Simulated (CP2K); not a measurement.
Consider ethynylacetonitrile at its PBE geometry (Å).

```xyz
8

C     1.9842   -0.0067   -0.3746
C     0.8227   -0.1780   -0.0857
C    -0.5748   -0.4035    0.2797
C    -1.4526    0.7303   -0.0346
N    -2.1693    1.6148   -0.2723
H     3.0103    0.1505   -0.6342
H    -0.6552   -0.6118    1.3597
H    -0.9651   -1.2956   -0.2380
```

Method: CP2K XAS_TDP, all-electron GAPW, PBEh(45%), aug-cc-pVDZ, TDA, GW2X-corrected core level, no relativity.

**Question.** Where do the N K-edge lines lie, and how strong are they?

Leading lines: N5 401.27 eV. The leading line of an atom is its first one with 35 % of the strongest within 2.5 eV of its lowest line over the strength cut. Core ionisation energies at this level: N5 406.51 eV.

The first six lines of each atom with a strength over 0.0015:

| atom | energy (eV) | states | strength, one atom | above the computed threshold |
| --- | --- | --- | --- | --- |
| N5 (bonded to C) | 401.27 | 1 | 0.0543 |  |
|  | 401.41 | 1 | 0.0540 |  |
|  | 405.66 | 1 | 0.0016 |  |
|  | 406.07 | 1 | 0.0029 |  |
|  | 407.08 | 1 | 0.0031 | yes |
|  | 407.17 | 1 | 0.0023 | yes |

Lines are vertical, at one geometry, with no vibrational structure. GW2X ionisation energies and lines can be off by 1 to 2 eV either way, and a good line position may hide errors that cancel. These values hold no scalar relativity, about 0.2 eV for N 1s. Rydberg lines, and the discretised continuum above threshold, depend on the basis and the box.

[Banner, clock and machine lines of the logs are left out without a mark of their own.]

[Logs are printed without paths, hosts, clocks, repeated set-up lines and the standing remarks that a program may print on its own settings, such as how far it seeks lower states.]

[Hosts, paths, dates, database ids (printed as entryN), source tags and the programs' standing remarks are cut or masked in the printed files.]
